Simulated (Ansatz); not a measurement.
# Stack of 2H-MoS2 under Ta2NO2 MXene, unshifted in a perpendicular field, part 2 of 4

Aim: how the stack of 2H-MoS2 under Ta2NO2 MXene, unshifted screens a field along its normal, and what the field does to its bands. A positive field points along +c.

Ansatz 0.2.0; plane-wave DFT, PBEsol-D3(BJ), Ansatz PAW.

So far. Step 2 (Relaxing the slab): The lattice constant a goes from 3.167 to 3.095 Å.

### Step 3. Single point, field 0

A sawtooth potential applies the field, turning back in the middle of the vacuum. With the dipole correction the typed value is the field outside the slab. The induced dipole is small, so the SCF threshold is tight.

The cell differs from the one that the last finished run ended in (c 53.234 → 28.704 Å).

Contents of input.yaml:

```yaml
crystal:
  lattice:
    - [3.0953660279, 0.0, 0.0]
    - [-1.5476830139, 2.6806656141, 0.0]
    - [0.0, 0.0, 28.7040559926]
  atoms:
    - { symbol: S, position: [0.3333333333, 0.6666666667, 0.3135445389] }
    - { symbol: Mo, position: [0.0, 0.0, 0.3682846617] }
    - { symbol: S, position: [0.3333333333, 0.6666666667, 0.4229186851] }
    - { symbol: O, position: [0.3333333333, 0.6666666667, 0.5289957791] }
    - { symbol: Ta, position: [0.6666666667, 0.3333333333, 0.5664464209] }
    - { symbol: "N", position: [0.0, 0.0, 0.6076276179] }
    - { symbol: Ta, position: [0.3333333333, 0.6666666667, 0.6488070591] }
    - { symbol: O, position: [0.6666666667, 0.3333333333, 0.6864554611] }
kpoints:
  mp_grid: { grid: [18, 18, 1] }
  band_path:
    path: [[0, 0, 0], [0.5, 0, 0], [0.33333333, 0.33333333, 0], [0, 0, 0]]
    npoints: 16
hamiltonian:
  xc: pbesol
  dispersion: d3bj
scf:
  occupations: { method: fermi_dirac, width: 0.02585 }
  convergence: { dr2_threshold: 1.0e-10 }
efield:
  axis: 3
  dipole_correction: true
  ramp_position: 0.97
  ramp_width: 0.06
  amplitude: 0
output:
  dos: { projected: true, e_range: [-6, 5] }
  bader: true
  write_potential: true
  write_density: true
  volumetric_format: npy
  elf: true
```

Run with:

```sh
> ansatz run input.yaml --threads 4 --pin off --max-ram 6144MiB --backend cpu --events-out ev --progress --plain --runs-dir out
```

Numbers of over 12 decimals in the logs are rounded to 6 here.

What it wrote:

```text
[...]
Crystal: 8 atoms, lattice volume = 238.176 Å³
Basis set: ecut = 420 eV, 4631 PW (Γ)
Bands: 43, of which v1, the nominal top of the filled ones, is band 35 counted from 1 (34 counted from 0)
Symmetry: 6 space group operations
[...]
k-points: 37 of 324 (time reversal used)
[...]
SCF iter   1: F=—  HF=-27789.969424 eV  |F-HF|=—  |Δ(HF+E_count)|=         —  Δρ=9.22e-3  dr2=3.44e-1  ethr=1.77e-3  p=-0.025 e·Å  D=-1.89e-2 V/Å  ΔV_dip=0.54 eV  dr2_dipole=5.06e-2  V_vac-E_F(+/−)=5.70/5.16 eV  ⟨swp⟩=11.4  Hψ=9034  notcnv=0
efield: sawtooth ramp at fractional position 0.9700 (set: `efield.ramp_position`, or a place that a band, a saddle search or an elastic batch's reference lends), width 0.0600; the density the first Hamiltonian is built on has a dipole p = -0.025 e·Å; the dipole correction subtracts the counter field D = -1.89e-2 V/Å, which shifts the + side's vacuum level by +0.54 eV against the − side's; the planar-averaged density in the ramp window peaks in size at 2.4e-5 e/Å³
[...]
SCF iter   2: F=—  HF=-27790.334144 eV  |F-HF|=—  |Δ(HF+E_count)|=   3.65e-1  Δρ=1.80e-2  dr2=1.44e1  ethr=4.98e-4  p=0.074 e·Å  D=5.66e-2 V/Å  ΔV_dip=-1.62 eV  dr2_dipole=6.21e0  V_vac-E_F(+/−)=4.93/6.56 eV  ⟨swp⟩=4.1  Hψ=3305  notcnv=0  defer=101  recentre
[...]
SCF iter  17: F=-27789.924358 eV  HF=-27789.924358 eV  |F-HF|=1.82e-11  |Δ(HF+E_count)|=  3.20e-10  Δρ=2.05e-7  dr2=7.56e-11  ethr=1.00e-12  p=0.006 e·Å  D=4.32e-3 V/Å  ΔV_dip=-0.12 eV  dr2_dipole=6.41e-13  V_vac-E_F(+/−)=5.31/5.43 eV  ⟨swp⟩=11.3  Hψ=5871  notcnv=0
SCF 1 converged in 17 iterations: F = -27789.924358 eV  dr2 = 7.56e-11
[...]
NSCF: frozen V_eff on 49 k-points
efield: sawtooth ramp at fractional position 0.9700 (kept from the solve that this one continues, or follows in the run), width 0.0600; the density the first Hamiltonian is built on has a dipole p = 0.006 e·Å; the dipole correction subtracts the counter field D = 4.32e-3 V/Å, which shifts the + side's vacuum level by -0.12 eV against the − side's; the planar-averaged density in the ramp window peaks in size at 2.2e-6 e/Å³
[...]
SCF converged after 17 iterations
Free energy (F): -27789.924358 eV
[...]
Internal energy: -27789.921307 eV  (E = F + TS)
E sigma→0 (E₀):  -27789.922833 eV
Entropy (-TS):   -0.003051 eV (-0.381 meV/atom)
Fermi energy:    3.369968 eV
Dipole field:    D = 0.004315 V/Å  (p = 0.005679 e·Å, saw-weighted, corrected)
Work function:   Φ+ = 5.3059 eV   Φ− = 5.4298 eV
Levels:          The Fermi level and band energies are counted from a zero that moves with the ramp; work functions are not
[...]
--- Band table (eV; the first three rows and the last of 37) ---
  k-point 0: bands = [... 31 lower, 1.5133, 2.0686, 2.0686, 2.6606, 3.0169, 4.8044, 4.8044, 5.3796, ... 4 higher]
  k-point 1: bands = [... 31 lower, 1.6713, 2.1033, 2.2168, 2.6521, 3.0102, 4.8436, 4.8603, 5.4043, ... 4 higher]
  k-point 2: bands = [... 31 lower, 1.8148, 2.0266, 2.5732, 2.6074, 3.1234, 4.9784, 4.9881, 5.4678, ... 4 higher]
  k-point 36: bands = [... 31 lower, 0.6289, 2.8855, 3.4402, 3.4526, 3.4686, 4.8694, 5.7919, 5.9540, ... 4 higher]
--- Bader charges: 8 sites ---
  site symbol  charge [e]  shift [e]
     0      S     -0.5870     0.0012
     1     Mo      1.1750     0.0024
     2      S     -0.5815     0.0012
     3      O     -1.2151     0.0014
     4     Ta      2.1468     0.0018
     5      N     -1.8784     0.0008
     6     Ta      2.1495     0.0017
     7      O     -1.2093     0.0013
  estimated error of the sums over rays = 7.8e-4 e
```

Run time: 44 s. Hardware: 4 threads of Arm Neoverse V1, shared host; peak memory 0.83 GiB.

Numbers from this step:

```
energy at zero smearing        : -27789.9228 eV
work function, upper face      : 5.306 eV
work function, lower face      : 5.430 eV
dipole along the normal        : 0.005679 e·Å
step between the vacuum levels : -0.1238 eV
```

Running mean over a fixed 2.5 Å (it still follows the layers) of the planar mean; the ramp of the sawtooth is left out. The electron's electrostatic potential energy less the Fermi level by z:

| z (Å) | electron's electrostatic potential energy less the Fermi level (eV) |
| --- | --- |
| 3.5 | 5.43 |
| 4.0 | 5.43 |
| 4.5 | 5.43 |
| 5.0 | 5.43 |
| 5.5 | 5.42 |
| 6.0 | 5.40 |
| 6.5 | 5.29 |
| 7.0 | 4.75 |
| 7.5 | 2.80 |
| 8.0 | 0.0271 |
| 8.5 | -2.53 |
| 9.0 | -5.82 |
| 9.5 | -10.2 |
| 10.0 | -12.1 |
| 10.5 | -11.9 |
| 11.0 | -12.1 |
| 11.5 | -11.1 |
| 12.0 | -7.09 |
| 12.5 | -3.34 |
| 13.0 | -0.907 |
| 13.5 | 1.24 |
| 14.0 | 1.32 |
| 14.5 | -1.30 |
| 15.0 | -5.77 |
| 15.5 | -10.2 |
| 16.0 | -13.2 |
| 16.5 | -14.5 |
| 17.0 | -14.9 |
| 17.5 | -15.2 |
| 18.0 | -14.8 |
| 18.5 | -14.3 |
| 19.0 | -12.6 |
| 19.5 | -9.29 |
| 20.0 | -4.52 |
| 20.5 | -0.176 |
| 21.0 | 3.02 |
| 21.5 | 4.86 |
| 22.0 | 5.24 |
| 22.5 | 5.29 |
| 23.0 | 5.30 |
| 23.5 | 5.31 |
| 24.0 | 5.31 |
| 24.5 | 5.31 |
| 25.0 | 5.31 |
| 25.5 | 5.31 |

The density of states has structure finer than the step of the table below, so its rows give means over 0.25 eV, whole bins alone (the curve runs from -6 to 1.99 eV). Peaks (eV: height): -5.560: 16.2, -5.280: 11.4, -5.170: 11.3, -4.590: 11.3, -4.510: 9.31, -4.210: 12.7, 1.690: 9.51.

Table of density of states by energy, zero at the Fermi level; means over each step:

energy (eV), density of states (states/eV a cell) and a bar from the least value:
```
    -5.75        6.4 #####################
    -5.50        8.8 ##############################
    -5.25        7.4 #########################
    -5.00        5.3 ################
    -4.75        4.9 ###############
    -4.50        6.3 ####################
    -4.25        5.6 #################
    -4.00        3.5 #########
    -3.75        5.2 ################
    -3.50        2.4 #####
    -3.25        1.5 #
    -3.00        1.4 #
    -2.75        2.0 ###
    -2.50        3.7 ##########
    -2.25        4.8 ##############
    -2.00        2.3 ####
    -1.75        3.9 ###########
    -1.50        4.3 ############
    -1.25        5.0 ###############
    -1.00        3.4 #########
    -0.75        2.5 #####
    -0.50        1.5 #
    -0.25        1.5 #
     0.00        1.4 #
     0.25        1.2 
     0.50        1.2 
     0.75        1.3 #
     1.00        1.5 #
     1.25        2.3 #####
     1.50        5.3 ################
     1.75        8.1 ###########################
```

Projected DOS per atom over height of the atomic layer and energy from the Fermi level. Layers: S Mo S O Ta N Ta O from below.

Values in states/eV, 22 rows by 8 columns, each cell a mean:
```
0.54 1.98 0.52 0.19 2.10 0.44 2.06 0.19
0.26 0.70 0.26 0.12 1.38 0.26 1.37 0.12
0.01 0.02 0.01 0.07 0.78 0.16 0.78 0.07
0.00 0.00 0.00 0.06 0.50 0.13 0.50 0.06
0.00 0.00 0.00 0.07 0.44 0.12 0.45 0.07
0.00 0.00 0.00 0.10 0.49 0.13 0.49 0.11
0.01 0.06 0.02 0.14 0.47 0.12 0.47 0.14
0.22 0.95 0.25 0.10 0.32 0.07 0.32 0.10
0.48 1.54 0.52 0.12 0.48 0.07 0.47 0.11
0.93 1.05 0.89 0.20 0.59 0.09 0.58 0.19
0.80 0.43 0.81 0.21 0.38 0.06 0.38 0.20
1.09 0.79 1.02 0.20 0.27 0.03 0.26 0.19
1.08 0.93 1.08 0.03 0.07 0.01 0.05 0.06
0.44 0.70 0.43 0.01 0.00 0.00 0.00 0.00
0.42 0.63 0.42 0.02 0.00 0.01 0.00 0.01
1.06 1.29 1.11 0.11 0.02 0.07 0.01 0.09
0.91 0.84 0.85 0.50 0.06 0.37 0.05 0.50
1.11 0.99 0.94 1.09 0.15 0.70 0.14 1.27
0.60 0.67 0.65 1.15 0.21 0.65 0.26 1.42
0.29 0.25 0.29 1.57 0.35 0.49 0.48 2.02
0.54 0.41 0.56 3.12 0.72 0.21 0.65 2.56
1.14 1.39 1.12 0.89 0.33 0.10 0.30 0.73
```
Columns: height of the atomic layer (Å) from 9 to 19.7 (not evenly spaced); rows upwards: energy from the Fermi level (eV) from -5.96 to 1.96.

The electronic bands at the labelled points (eV, zero at the Fermi level):

| point | band 31 | band 32 | band 33 | band 34 | band 35 | band 36 | band 37 | band 38 |
| --- | --- | --- | --- | --- | --- | --- | --- | --- |
| Γ | -1.86 | -1.86 | -1.30 | -1.30 | -0.71 | -0.35 | 1.43 | 1.43 |
| halfway | -2.12 | -2.02 | -1.79 | -1.33 | 0.32 | 0.53 | 1.64 | 1.69 |
| M | -2.59 | -2.27 | -1.26 | -1.15 | 1.15 | 1.90 | 2.02 | 2.09 |
| halfway | -2.86 | -2.49 | -1.48 | -0.77 | 1.08 | 1.19 | 1.77 | 1.95 |
| K | -3.55 | -2.74 | -0.48 | 0.07 | 0.08 | 0.10 | 1.50 | 2.42 |
| halfway | -2.42 | -1.53 | -1.33 | -1.24 | -0.66 | 1.41 | 1.57 | 1.88 |
| Γ | -1.86 | -1.86 | -1.30 | -1.30 | -0.71 | -0.35 | 1.43 | 1.43 |

Valence density in the ca plane at fractional y = 0.667, with atoms of S and O and Ta within 0.2 Å of it. It is the smooth field of the valence electrons, not physical close to the nuclei.

Ten steps, logarithmic in the rise over the least value, from '0' (0.0 e/Å³) to '9' (6.4 e/Å³), each cell a mean:
```
00000000000000000112333455433321000122455555
00000000000000000112333555433221000112456555
00000000000000000134444444444432101234444444
00000000000000001345665434456654212467643334
00000000000000002456465433565565213699853334
00000000000000002466455433565565213699853334
00000000000000001356665434566654212477643334
00000000000000000234554444445442101244444444
```
Columns run along c (16.0 Å, from fractional 0.06 to 0.62 of the cell), rows up along a (3.1 Å). Atoms in or near the plane, at fractional coordinates: S at (0.31, 0.33), S at (0.42, 0.33), O at (0.53, 0.33).

ELF in the ca plane at fractional y = 0.667, with atoms of S and O and Ta within 0.2 Å of it. It is the smooth field of the valence electrons, not physical close to the nuclei.

Values, 5 rows by 16 columns, each cell a mean:
```
0.27 0.27 0.23 0.27 0.09 0.03 0.11 0.29 0.39 0.35 0.36 0.54 0.11 0.00 0.00 0.00
0.62 0.28 0.33 0.63 0.37 0.13 0.40 0.22 0.34 0.28 0.29 0.38 0.07 0.00 0.00 0.00
0.57 0.43 0.54 0.59 0.73 0.38 0.74 0.38 0.23 0.51 0.51 0.10 0.01 0.00 0.00 0.00
0.38 0.45 0.55 0.40 0.76 0.42 0.67 0.45 0.22 0.50 0.53 0.07 0.01 0.00 0.00 0.00
0.75 0.33 0.42 0.77 0.56 0.23 0.62 0.22 0.30 0.35 0.33 0.24 0.04 0.00 0.00 0.00
```
Columns run along c (16.0 Å, from fractional 0.31 to 0.87 of the cell), rows up along a (3.1 Å). Atoms in or near the plane, at fractional coordinates: S at (0.31, 0.33), S at (0.42, 0.33), O at (0.53, 0.33), Ta at (0.65, 0.33).

Electrostatic potential energy in the ca plane at fractional y = 0.667, with atoms of S and O and Ta within 0.2 Å of it. With pseudopotentials it is smooth inside the atoms' cores, unlike the true potential.

Ten even steps from '0' (-44 eV) to '9' (9 eV), each cell a mean:
```
99875568899999999986556788878889999999999999
99875468899999999976446788888889999999999999
77887678878999999987667887656789999999999999
23588887423799998557778874102579999999999999
22278884121489994004888862000268999999999999
32278884132489994004888862000268999999999999
22578886323699998447888874101479999999999999
77887778777999999987667887545789999999999999
```
Columns run along c (16.0 Å, from fractional 0.31 to 0.87 of the cell; values clipped at the 3rd and 97th percentile), rows up along a (3.1 Å). Atoms in or near the plane, at fractional coordinates: S at (0.31, 0.33), S at (0.42, 0.33), O at (0.53, 0.33), Ta at (0.65, 0.33).

The work function of the upper face is 5.31 eV.

### Step 4. Single point, field 0.05 V/Å

input.yaml, as its differences from that of step 3:

```diff
@@ -30,6 +30,4 @@
   ramp_width: 0.06
-  amplitude: 0
+  amplitude: 0.05
 output:
-  dos: { projected: true, e_range: [-6, 5] }
-  bader: true
   write_potential: true
@@ -37,2 +35 @@
   volumetric_format: npy
-  elf: true
```

What it wrote:

```text
[...]
Crystal: 8 atoms, lattice volume = 238.176 Å³
Basis set: ecut = 420 eV, 4631 PW (Γ)
Bands: 43, of which v1, the nominal top of the filled ones, is band 35 counted from 1 (34 counted from 0)
Symmetry: 6 space group operations
[...]
k-points: 37 of 324 (time reversal used)
[...]
k-point 0: bands = [... 31 lower, 1.4714, 2.0934, 2.0934, 2.6225, 3.0384, 4.8293, 4.8293, 5.4046, ... 4 higher]
  k-point 1: bands = [... 31 lower, 1.6295, 2.1274, 2.2416, 2.6144, 3.0317, 4.8685, 4.8852, 5.4292, ... 4 higher]
  k-point 2: bands = [... 31 lower, 1.7772, 2.0456, 2.5687, 2.5981, 3.1467, 5.0033, 5.0129, 5.4867, ... 4 higher]
  k-point 36: bands = [... 31 lower, 0.5882, 2.8438, 3.4651, 3.4771, 3.4934, 4.8275, 5.7567, 5.9789, ... 4 higher]
[key lines of the parts left out:]
SCF converged after 16 iterations
Free energy (F): -27789.925265 eV
Fermi energy:    3.394510 eV
Dipole field:    D = 0.023235 V/Å  (p = 0.030583 e·Å, saw-weighted, corrected)
```

Wall time 26 s (4 threads); peak memory 0.8 GiB; 1.7 min of CPU time.

The dipole is 0.0306 e·Å, 0.0249 e·Å from its value without field.

### Step 5. Single point, field -0.05 V/Å

input.yaml, as its differences from that of step 4:

```diff
@@ -30,3 +30,3 @@
   ramp_width: 0.06
-  amplitude: 0.05
+  amplitude: -0.05
 output:
```

What it wrote:

```text
[...]
Crystal: 8 atoms, lattice volume = 238.176 Å³
Basis set: ecut = 420 eV, 4631 PW (Γ)
Bands: 43, of which v1, the nominal top of the filled ones, is band 35 counted from 1 (34 counted from 0)
Symmetry: 6 space group operations
[...]
k-points: 37 of 324 (time reversal used)
[...]
k-point 0: bands = [... 31 lower, 1.5548, 2.0441, 2.0441, 2.6970, 2.9970, 4.7798, 4.7798, 5.3548, ... 4 higher]
  k-point 1: bands = [... 31 lower, 1.7125, 2.0794, 2.1922, 2.6883, 2.9901, 4.8190, 4.8357, 5.3796, ... 4 higher]
  k-point 2: bands = [... 31 lower, 1.8483, 2.0111, 2.5486, 2.6455, 3.1007, 4.9538, 4.9634, 5.4453, ... 4 higher]
  k-point 36: bands = [... 31 lower, 0.6693, 2.9267, 3.4155, 3.4284, 3.4440, 4.9108, 5.8234, 5.9293, ... 4 higher]
[key lines of the parts left out:]
SCF converged after 16 iterations
Free energy (F): -27789.924697 eV
Fermi energy:    3.345710 eV
Dipole field:    D = -0.014632 V/Å  (p = -0.019260 e·Å, saw-weighted, corrected)
```

The job ended after 26 s (4 threads; peak memory 0.81 GiB).

The dipole is -0.0193 e·Å, -0.0249 e·Å from its value without field.

### Step 6. Single point, field 0.1 V/Å

input.yaml, as its differences from that of step 5:

```diff
@@ -30,3 +30,3 @@
   ramp_width: 0.06
-  amplitude: -0.05
+  amplitude: 0.1
 output:
```

What it wrote:

```text
[...]
Crystal: 8 atoms, lattice volume = 238.176 Å³
Basis set: ecut = 420 eV, 4631 PW (Γ)
Bands: 43, of which v1, the nominal top of the filled ones, is band 35 counted from 1 (34 counted from 0)
Symmetry: 6 space group operations
[...]
k-points: 37 of 324 (time reversal used)
[...]
k-point 0: bands = [... 31 lower, 1.4290, 2.1184, 2.1184, 2.5832, 3.0609, 4.8543, 4.8543, 5.4298, ... 4 higher]
  k-point 1: bands = [... 31 lower, 1.5873, 2.1516, 2.2666, 2.5757, 3.0543, 4.8935, 4.9103, 5.4543, ... 4 higher]
  k-point 2: bands = [... 31 lower, 1.7375, 2.0660, 2.5299, 2.6230, 3.1704, 5.0283, 5.0379, 5.4841, ... 4 higher]
  k-point 36: bands = [... 31 lower, 0.5472, 2.8016, 3.4901, 3.5018, 3.5183, 4.7852, 5.7191, 6.0040, ... 4 higher]
[key lines of the parts left out:]
SCF converged after 16 iterations
Free energy (F): -27789.927416 eV
Fermi energy:    3.419206 eV
Dipole field:    D = 0.042140 V/Å  (p = 0.055466 e·Å, saw-weighted, corrected)
```

It took 26 s on 4 threads; peak memory 0.8 GiB.

The dipole is 0.0555 e·Å, 0.0498 e·Å from its value without field.

### Step 7. Atoms held, field 0.2 V/Å

input.yaml, as its differences from that of step 6:

```diff
@@ -30,3 +30,3 @@
   ramp_width: 0.06
-  amplitude: 0.1
+  amplitude: 0.2
 output:
```

What it wrote:

```text
[...]
Crystal: 8 atoms, lattice volume = 238.176 Å³
Basis set: ecut = 420 eV, 4631 PW (Γ)
Bands: 43, of which v1, the nominal top of the filled ones, is band 35 counted from 1 (34 counted from 0)
Symmetry: 6 space group operations
[...]
k-points: 37 of 324 (time reversal used)
[...]
k-point 0: bands = [... 31 lower, 1.3434, 2.1684, 2.1684, 2.5025, 3.1075, 4.9045, 4.9045, 5.4801, ... 4 higher]
  k-point 1: bands = [... 31 lower, 1.5017, 2.1992, 2.3166, 2.4972, 3.1009, 4.9436, 4.9604, 5.5040, ... 4 higher]
  k-point 2: bands = [... 31 lower, 1.6546, 2.1075, 2.4532, 2.6731, 3.2185, 5.0784, 5.0879, 5.4082, ... 4 higher]
  k-point 36: bands = [... 31 lower, 0.4648, 2.7163, 3.5403, 3.5513, 3.5683, 4.6998, 5.6396, 6.0542, ... 4 higher]
[key lines of the parts left out:]
SCF converged after 16 iterations
Free energy (F): -27789.935451 eV
Fermi energy:    3.468692 eV
Dipole field:    D = 0.079945 V/Å  (p = 0.105227 e·Å, saw-weighted, corrected)
```

It took 27 s on 4 threads; peak memory 0.8 GiB; 1.7 min of CPU time.

The dipole is 0.105 e·Å, 0.0995 e·Å from its value without field.

### Step 8. Atoms held, field 0.3 V/Å

input.yaml, as its differences from that of step 7:

```diff
@@ -30,4 +30,6 @@
   ramp_width: 0.06
-  amplitude: 0.2
+  amplitude: 0.3
 output:
+  dos: { projected: true, e_range: [-6, 5] }
+  bader: true
   write_potential: true
@@ -35 +37,2 @@
   volumetric_format: npy
+  elf: true
```

What it wrote:

```text
[...]
Crystal: 8 atoms, lattice volume = 238.176 Å³
Basis set: ecut = 420 eV, 4631 PW (Γ)
Bands: 43, of which v1, the nominal top of the filled ones, is band 35 counted from 1 (34 counted from 0)
Symmetry: 6 space group operations
[...]
k-points: 37 of 324 (time reversal used)
[...]
--- Bader charges: 8 sites ---
  site symbol  charge [e]  shift [e]
     0      S     -0.5998     0.0012
     1     Mo      1.1748     0.0024
     2      S     -0.5726     0.0012
     3      O     -1.2204     0.0014
     4     Ta      2.1416     0.0018
     5      N     -1.8783     0.0008
     6     Ta      2.1557     0.0017
     7      O     -1.2008     0.0013
  estimated error of the sums over rays = 7.8e-4 e
[key lines of the parts left out:]
SCF converged after 17 iterations
Free energy (F): -27789.948462 eV
Fermi energy:    3.517706 eV
Dipole field:    D = 0.117764 V/Å  (p = 0.155006 e·Å, saw-weighted, corrected)
```

Run time: 46 s. Hardware: 4 threads; peak memory 0.81 GiB; 3 min of CPU time.

The dipole is 0.155 e·Å, 0.149 e·Å from its value without field.

(Part 2 of 4 ends here.)

[Logs are printed without paths, hosts, clocks, repeated set-up lines and the standing remarks that a program may print on its own settings, such as how far it seeks lower states.]

[Hosts, paths, dates, database ids (printed as entryN), source tags and the programs' standing remarks are cut or masked in the printed files.]

[Maps of the electrostatic potential energy from Ansatz leave out the sawtooth potential of an applied field or a dipole correction, so their vacuum need not be flat; planar profiles and work functions include it.]

[The density of states shown here was stored with 400 of the rows of the run's finer table, so its peaks can read low, often by over a quarter, or be missed, and its means over a window can be off by a tenth or more.]
